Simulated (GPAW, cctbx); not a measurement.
# What do these deviations say about the bonding?

TiGeBi, P4/nmm (no. 129, origin choice 1), a = 3.8178 Å, b = 3.8178 Å, c = 8.4242 Å, α = 90.00°, β = 90.00°, γ = 90.00°.

```
atom  mult.    x    y       z
 Bi1      2    0  1/2  0.3772
 Ge1      2  1/2  1/2       0
 Ti1      2    0  1/2  0.7623
```

The cell comes from substitution in a known structure type and wasn't matched to any measured phase.

Absolute values of the static structure factors of the conventional cell from DFT (PBE, GPAW) against free spherical atoms, in electrons:

| hkl | d (Å) | free atoms | crystal |
| --- | --- | --- | --- |
| 001 | 8.424 | 51.12 | 50.99 |
| 002 | 4.212 | 24.79 | 24.63 |
| 101 | 3.477 | 68.81 | 68.60 |
| 102 | 2.829 | 149.26 | 149.33 |
| 003 | 2.808 | 142.67 | 142.63 |
| 110 | 2.700 | 123.44 | 123.21 |
| 111 | 2.571 | 150.30 | 150.27 |
| 112 | 2.273 | 76.28 | 75.99 |
| 103 | 2.262 | 130.66 | 130.32 |
| 004 | 2.106 | 57.39 | 57.86 |

**Question.** Which way does charge move, and which reflections show it best?

Project each element's phase sum on the total phase. At low angle |F| should rise if density moves to atoms that scatter in phase and fall if it moves to atoms that scatter against it.

| hkl | Bi in phase | Ge in phase | Ti in phase | change (e) | (%) |
| --- | --- | --- | --- | --- | --- |
| 001 | +1.4 | -2.0 | -0.2 | -0.13 | -0.3 |
| 002 | +0.1 | +2.0 | -2.0 | -0.16 | -0.6 |
| 101 | +1.4 | 0.0 | -2.0 | -0.21 | -0.3 |
| 102 | +2.0 | 0.0 | +0.3 | +0.07 | 0.0 |
| 003 | +1.4 | +2.0 | -0.5 | -0.05 | 0.0 |
| 110 | +2.0 | -2.0 | +2.0 | -0.23 | -0.2 |
| 111 | +1.4 | +2.0 | -0.2 | -0.03 | 0.0 |
| 112 | -0.1 | +2.0 | +2.0 | -0.29 | -0.4 |

Low-angle reflections that set elements apart and change by more than 0.05 e: 001, 002, 101, 102, 110 and 112. The real-space density gives Voronoi charges Bi +0.09, Ge -0.03, Ti -0.06 e. The signs that these charges predict hold for 001, 002, 101 and 110 and fail for 102 and 112, so the simple rule can't give the direction here. The reflections see the density near the nuclei and the atoms' change of size and shape; Voronoi cells count what crosses the midplanes.

[Outputs are excerpts: Python notices, other lines and further rows are left out; steps that failed or that the build refused (PBEsol, TPSS) are not shown.]

[Logs are printed without paths, hosts, clocks, repeated set-up lines and the standing remarks that a program may print on its own settings, such as how far it seeks lower states.]
